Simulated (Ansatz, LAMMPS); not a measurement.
**Molecular dynamics of liquid ethylene carbonate at 313 K (110 atoms)**

Aim: follow liquid ethylene carbonate at 313 K (110 atoms) for a short time with forces from DFT, then look at structure and electrons in the last frame.

Program: Ansatz 0.2.0. Level of theory: Kohn-Sham DFT, PBEsol, PAW (set soft_2), plane waves. Results are calculated unless marked as measured.

## Step 1: The starting structure

The cell holds 110 atoms: 33 O, 33 C and 44 H. Its edges and angles: a = 10.678 Å, b = 10.678 Å, c = 10.678 Å, α = 90.0°, β = 90.0°, γ = 90.0°. 11 ethylene carbonate placed at random, at 1.32 g/cm³; overlaps pushed apart, then 10 ps at 413 K with MMFF94 bonds, angles, torsions, charges and radii (Halgren, J. Comput. Chem. 17, 490 (1996)) in harmonic and 12-6 forms. Snapshot after 20 ps at 313 K and fixed volume.

What the set-up can't give: The network of contacts between molecules at the start is that of the classical potential that made the cell, and needn't be the one that DFT or experiment would give. The functional has no dispersion term, which matters for the binding between molecules or layers. The density was typed from a rule of thumb and may lie off the real one at this temperature. Only the Γ point is sampled, in a cell whose shortest periodic width is 11 Å.

## Step 2: Single point at the start

A single point comes first, to see the forces before anything moves.

input.yaml reads:

```yaml
crystal:
  lattice:
    - [10.67847, 0.0, 0.0]
    - [0.0, 10.67847, 0.0]
    - [0.0, 0.0, 10.67847]
  atoms:
    - { symbol: O, position: [0.32024, 0.98273, 0.87082] }
    - { symbol: C, position: [0.37473, 0.00602, 0.9685] }
    - { symbol: O, position: [0.31631, 0.02748, 0.07818] }
    - { symbol: C, position: [0.40504, 0.04244, 0.16951] }
    [... 100 atom lines left out ...]
    - { symbol: C, position: [0.72948, 0.28281, 0.89052] }
    - { symbol: O, position: [0.77401, 0.22815, 0.7825] }
    - { symbol: H, position: [0.85688, 0.35984, 0.03421] }
    - { symbol: H, position: [0.87769, 0.43289, 0.90227] }
    - { symbol: H, position: [0.66666, 0.36183, 0.86915] }
    - { symbol: H, position: [0.68499, 0.20909, 0.94625] }
kpoints:
  mp_grid: { grid: [1, 1, 1] }
hamiltonian:
  xc: pbesol
scf:
  occupations: { method: fixed }
output:
  forces: true
```

Run with:

```
ansatz run input.yaml --threads 4 --pin off --max-ram 8192MiB --backend cpu --events-out ev --progress --plain --runs-dir out
```

It took 14 s on 4 threads of Intel Xeon Platinum 8259CL at 2.50GHz (Skylake/Cascade Lake), shared host; peak memory 1.2 GiB.

The run gave:

```
free energy            : -27315.8424 eV
free energy per atom   : -248.3258 eV/atom
SCF cycles             : 11
r.m.s. force component : 1.1 eV/Å
longest force          : 4.228 eV/Å
Fermi energy           : -0.9273 eV
```

The r.m.s. force component of 1.1 eV/Å sets the starting point.

Length of the force by element:

| element | coordination | atoms | mean length of the force (eV/Å) | spread | least | most |
| --- | --- | --- | --- | --- | --- | --- |
| C | all | 33 | 2.18 | 0.818 | 0.987 | 3.77 |
| H | all | 44 | 1.05 | 0.684 | 0.214 | 3.12 |
| O | all | 33 | 1.97 | 0.838 | 0.510 | 4.23 |

## Step 3: Dynamics at 313 K

A Langevin thermostat couples each atom to a heat bath, at the price of damped dynamics. The time step is 0.5 fs, short enough for the stretching of bonds to hydrogen.

input.yaml, as its differences from that of step 2:

```diff
@@ -15 +15,8 @@
   forces: true
+md:
+  timestep: 0.5
+  n_steps: 460
+  ensemble: nvt_langevin
+  temperature: 313
+  initial_velocities: maxwell_boltzmann
+  seed: 7203
```

It took 29 min on 4 threads; peak memory 1.3 GiB; 1.8 h of CPU time.

The program notes that it switched symmetry off.

The trajectory, sampled:

| time (fs) | T (K) | potential (meV/atom) |
| --- | --- | --- |
| 0.0 | 310 | 0.0 |
| 15.5 | 328 | -6.8 |
| 30.5 | 333 | -10.4 |
| 46.0 | 306 | -4.9 |
| 61.5 | 368 | -12.9 |
| 76.5 | 402 | -16.9 |
| 92.0 | 358 | -14.0 |
| 107.5 | 349 | -9.0 |
| 122.5 | 365 | -11.2 |
| 138.0 | 374 | -13.3 |
| 153.5 | 349 | -9.0 |
| 168.5 | 343 | -9.7 |
| 184.0 | 326 | -5.9 |
| 199.5 | 398 | -19.0 |
| 214.5 | 336 | -15.9 |
| 230.0 | 303 | -11.3 |

Mean square displacement from the first frame to the last: O 0.31 Å², C 0.29 Å², H 0.67 Å².

Mean square displacement against time lag:

| time lag (fs) | C (Å²) | H (Å²) | O (Å²) |
| --- | --- | --- | --- |
| 0.5 | 1.9e-5 | 2.1e-4 | 1.4e-5 |
| 5.0 | 0.00173 | 0.0153 | 0.00129 |
| 10.0 | 0.00551 | 0.0350 | 0.00455 |
| 14.5 | 0.00912 | 0.0517 | 0.00830 |
| 19.5 | 0.0125 | 0.0567 | 0.0127 |
| 24.0 | 0.0153 | 0.0601 | 0.0168 |
| 29.0 | 0.0187 | 0.0762 | 0.0218 |
| 33.5 | 0.0224 | 0.0936 | 0.0269 |
| 38.5 | 0.0278 | 0.120 | 0.0336 |
| 43.0 | 0.0335 | 0.135 | 0.0404 |
| 48.0 | 0.0404 | 0.156 | 0.0485 |
| 52.5 | 0.0468 | 0.175 | 0.0561 |
| 57.5 | 0.0545 | 0.199 | 0.0649 |
| 62.5 | 0.0626 | 0.223 | 0.0741 |
| 67.0 | 0.0699 | 0.240 | 0.0828 |
| 72.0 | 0.0780 | 0.264 | 0.0928 |
| 76.5 | 0.0853 | 0.282 | 0.102 |
| 81.5 | 0.0933 | 0.303 | 0.112 |
| 86.0 | 0.100 | 0.316 | 0.121 |
| 91.0 | 0.108 | 0.330 | 0.131 |
| 95.5 | 0.115 | 0.345 | 0.140 |
| 100.5 | 0.124 | 0.359 | 0.151 |
| 105.0 | 0.133 | 0.373 | 0.160 |
| 110.0 | 0.142 | 0.382 | 0.171 |
| 115.0 | 0.150 | 0.392 | 0.180 |

The drift taken off is the plain mean over atoms, not the centre of mass, so with hydrogen in the cell the heavy atoms' values at short lags are too large.

Over the second half of 230 fs the temperature averages 338 K with swings of 24 K r.m.s. From first frame to last H has the largest mean square displacement, 0.67 Å² at the end; the farthest move is 1.71 Å. The run spans 0.23 ps, too short for its means to be equilibrium values.

## Step 4: Structure statistics late in the run

The g(r) is a mean over the second half.

Density 1.32 g/cm³, 11.07 Å³ an atom.

Mean of 14 frames. g(r), total and by pair (bins of 0.2 Å):

| r (Å) | total | H-H | H-C | H-O | C-C | C-O | O-O |
| --- | --- | --- | --- | --- | --- | --- | --- |
| 1.00 | 1.42 | 0.00 | 5.93 | 0.00 | 0.00 | 0.00 | 0.00 |
| 1.20 | 2.14 | 0.00 | 6.18 | 0.00 | 0.00 | 3.66 | 0.00 |
| 1.40 | 1.80 | 0.00 | 0.00 | 0.00 | 1.24 | 9.37 | 0.00 |
| 1.60 | 0.36 | 0.20 | 0.00 | 0.00 | 3.00 | 0.34 | 0.00 |
| 1.80 | 0.50 | 3.09 | 0.00 | 0.02 | 0.00 | 0.00 | 0.00 |
| 2.00 | 0.71 | 0.51 | 0.20 | 2.42 | 0.00 | 0.00 | 0.00 |
| 2.20 | 1.96 | 0.50 | 2.63 | 1.59 | 2.99 | 0.74 | 5.13 |
| 2.40 | 0.80 | 1.46 | 0.32 | 0.68 | 0.81 | 1.09 | 0.66 |
| 2.60 | 0.43 | 1.05 | 0.38 | 0.66 | 0.00 | 0.01 | 0.07 |
| 2.80 | 0.73 | 0.96 | 0.81 | 1.35 | 0.00 | 0.22 | 0.18 |
| 3.00 | 0.88 | 1.05 | 1.11 | 1.21 | 0.01 | 0.57 | 0.59 |
| 3.20 | 0.97 | 0.70 | 1.29 | 1.46 | 0.18 | 0.73 | 0.52 |
| 3.40 | 0.93 | 0.51 | 0.86 | 0.93 | 0.44 | 1.67 | 0.82 |
| 3.60 | 0.78 | 0.67 | 0.86 | 0.85 | 0.71 | 0.81 | 0.60 |
| 3.80 | 0.89 | 0.91 | 0.78 | 1.08 | 1.01 | 0.87 | 0.55 |
| 4.00 | 0.97 | 0.84 | 0.96 | 1.12 | 1.08 | 0.84 | 0.95 |
| 4.20 | 1.03 | 0.87 | 0.95 | 1.32 | 0.96 | 0.84 | 1.25 |
| 4.40 | 0.99 | 0.93 | 0.92 | 1.02 | 1.15 | 0.98 | 1.12 |
| 4.60 | 1.02 | 1.01 | 1.02 | 0.94 | 1.23 | 1.09 | 0.96 |
| 4.80 | 1.07 | 0.99 | 1.10 | 0.96 | 1.23 | 1.11 | 1.18 |
| 5.00 | 1.04 | 1.08 | 0.99 | 0.88 | 1.25 | 1.20 | 1.00 |
| 5.20 | 1.09 | 1.06 | 0.99 | 1.00 | 1.17 | 1.30 | 1.16 |

## Step 5: Single point at the last frame

The last frame is solved once more, with the analyses that the dynamics left out.

input.yaml reads:

```yaml
crystal:
  lattice:
    - [10.67847, 0.0, 0.0]
    - [0.0, 10.67847, 0.0]
    - [0.0, 0.0, 10.67847]
  atoms:
    - { symbol: O, position: [0.32019, 0.91962, 0.88049] }
    - { symbol: C, position: [0.36185, 0.9787, 0.96475] }
    - { symbol: O, position: [0.30261, 0.04754, 0.05092] }
    - { symbol: C, position: [0.38691, 0.08645, 0.14306] }
    [... 100 atom lines left out ...]
    - { symbol: C, position: [0.73784, 0.25452, 0.8814] }
    - { symbol: O, position: [0.80778, 0.17934, 0.79633] }
    - { symbol: H, position: [0.82681, 0.35587, 0.04001] }
    - { symbol: H, position: [0.85224, 0.42278, 0.88247] }
    - { symbol: H, position: [0.66157, 0.30275, 0.82634] }
    - { symbol: H, position: [0.68267, 0.18277, 0.9489] }
kpoints:
  mp_grid: { grid: [1, 1, 1] }
hamiltonian:
  xc: pbesol
scf:
  occupations: { method: fixed }
output:
  forces: true
  stress: true
  populations: intrinsic
  dos:
    method: { smearing: { sigma: 0.08 } }
    de: 0.1
    projected: { site_lists: { C: [C], H: [H], O: [O] } }
  eigenvalues: true
  write_density: true
  write_potential: true
  volumetric_format: npy
```

Elapsed: 11 s, on 4 threads; peak memory 1.4 GiB; 40 s of CPU time.

The program notes that the exchange-correlation potential is rough where the density is thin.

Numbers from this run:

- free energy: -27317.0806 eV
- free energy per atom: -248.3371 eV/atom
- SCF cycles: 10
- pressure: -0.9828 GPa
- r.m.s. force component: 0.9896 eV/Å
- longest force: 7.019 eV/Å
- Fermi energy: -0.8463 eV
- gap (highest filled to lowest empty level): 5.406 eV

Length of the force by element:

| element | coordination | atoms | mean length of the force (eV/Å) | spread | least | most |
| --- | --- | --- | --- | --- | --- | --- |
| C | all | 33 | 1.92 | 1.15 | 0.469 | 7.02 |
| H | all | 44 | 1.01 | 0.516 | 0.154 | 2.43 |
| O | all | 33 | 1.58 | 0.758 | 0.430 | 4.09 |

Intrinsic-atomic-orbital charges by element:

| element | coordination | atoms | mean charge (e) | spread | least | most |
| --- | --- | --- | --- | --- | --- | --- |
| C | all | 33 | 0.124 | 0.373 | -0.165 | 0.660 |
| H | all | 44 | 0.193 | 0.0187 | 0.130 | 0.226 |
| O | all | 33 | -0.380 | 0.07 | -0.517 | -0.295 |

Density of states as counts of states in windows of 1 eV (from the Fermi level), total and the larger projections:

| from (eV) | to (eV) | total | O p | C p | H s | O s | C s |
| --- | --- | --- | --- | --- | --- | --- | --- |
| -18 | -14 | 0.0 | 0.0 | 0.0 | 0.0 | 0.0 | 0.0 |
| -14 | -13 | 2.7 | 0.6 | 0.2 | 0.4 | 0.2 | 1.3 |
| -13 | -12 | 19.3 | 3.7 | 1.4 | 3.1 | 1.1 | 9.8 |
| -12 | -11 | 0.0 | 0.0 | 0.0 | 0.0 | 0.0 | 0.0 |
| -11 | -10 | 16.3 | 6.2 | 3.8 | 2.1 | 0.2 | 3.8 |
| -10 | -9 | 7.4 | 2.8 | 1.9 | 0.8 | 0.3 | 1.5 |
| -9 | -8 | 19.9 | 8.1 | 5.8 | 0.4 | 3.3 | 2.0 |
| -8 | -7 | 7.3 | 2.6 | 3.5 | 0.8 | 0.2 | 0.1 |
| -7 | -6 | 32.4 | 11.9 | 12.8 | 4.4 | 1.9 | 0.8 |
| -6 | -5 | 27.1 | 8.8 | 9.5 | 4.9 | 1.5 | 1.9 |
| -5 | -4 | 40.7 | 19.3 | 13.1 | 4.6 | 2.9 | 0.3 |
| -4 | -3 | 27.1 | 11.9 | 10.4 | 3.5 | 0.9 | 0.1 |
| -3 | -2 | 39.4 | 22.1 | 11.8 | 2.5 | 2.0 | 0.5 |
| -2 | -1 | 19.2 | 15.4 | 2.1 | 1.3 | 0.2 | 0.1 |
| -1 | 0 | 48.6 | 37.1 | 5.3 | 5.4 | 0.3 | 0.1 |
| 0 | 1 | 0.5 | 0.3 | 0.1 | 0.1 | 0.0 | 0.0 |
| 1 | 5 | 0.0 | 0.0 | 0.0 | 0.0 | 0.0 | 0.0 |

The curve was stored every 0.10 eV, coarse against its broadening of 0.08 eV, so these counts are rough.

With fixed occupations the program's Fermi level is the highest filled level; weight inside the gap is the broadening of levels at its edges.

Between -24 and -18 eV lie 66 more states.

The levels nearest the highest filled one (over half full), pooled over k-points and spins:

| level less the highest filled one (eV) | occupation |
| --- | --- |
| -0.347 | 2 |
| -0.288 | 2 |
| -0.260 | 2 |
| -0.161 | 2 |
| -0.143 | 2 |
| 0 | 2 |
| 5.41 | 0 |
| 5.56 | 0 |
| 5.56 | 0 |
| 5.62 | 0 |
| 5.71 | 0 |
| 5.74 | 0 |

Mean intrinsic-atomic-orbital charges: C +0.12, H +0.19, O -0.38 e. The largest share in the top eV of filled states is O p (77 % of the projected weight), and in the lowest eV of empty states C p (50 % of the projected weight).

## Step 6: Outcome

```yaml
mean_temperature_second_half: 338.4 K
temperature_swing_second_half: 23.85 K
free_energy_per_atom: -248.3371 eV/atom
pressure: -0.9828 GPa
r_m_s_force_component: 0.9896 eV/Å
spacing_of_highest_filled_and_lowest_empty_level: 5.406 eV
wall_time_of_the_3_dft_runs: 29 min
```

What this shows: Over the second half of 230 fs the temperature averages 338 K with swings of 24 K r.m.s. The run spans 0.23 ps, too short for its means to be equilibrium values. Between filled and empty levels lie 5.41 eV (at Γ alone); a semilocal functional tends to put such gaps too low. In a disordered cell it changes from sample to sample and from frame to frame.

**Limits.** The pressure of a single frame lacks the kinetic term, about 0.42 GPa here.

[Logs are printed without paths, hosts, clocks, repeated set-up lines and the standing remarks that a program may print on its own settings, such as how far it seeks lower states.]

[Hosts, paths, dates, database ids (printed as entryN), source tags and the programs' standing remarks are cut or masked in the printed files.]

[The MMFF94 radii named for the starting cell were scaled by 0.96; in molecules described by MMFF94, hydrogen bound to N, O or S took a small fixed 12-6 site in their place.]
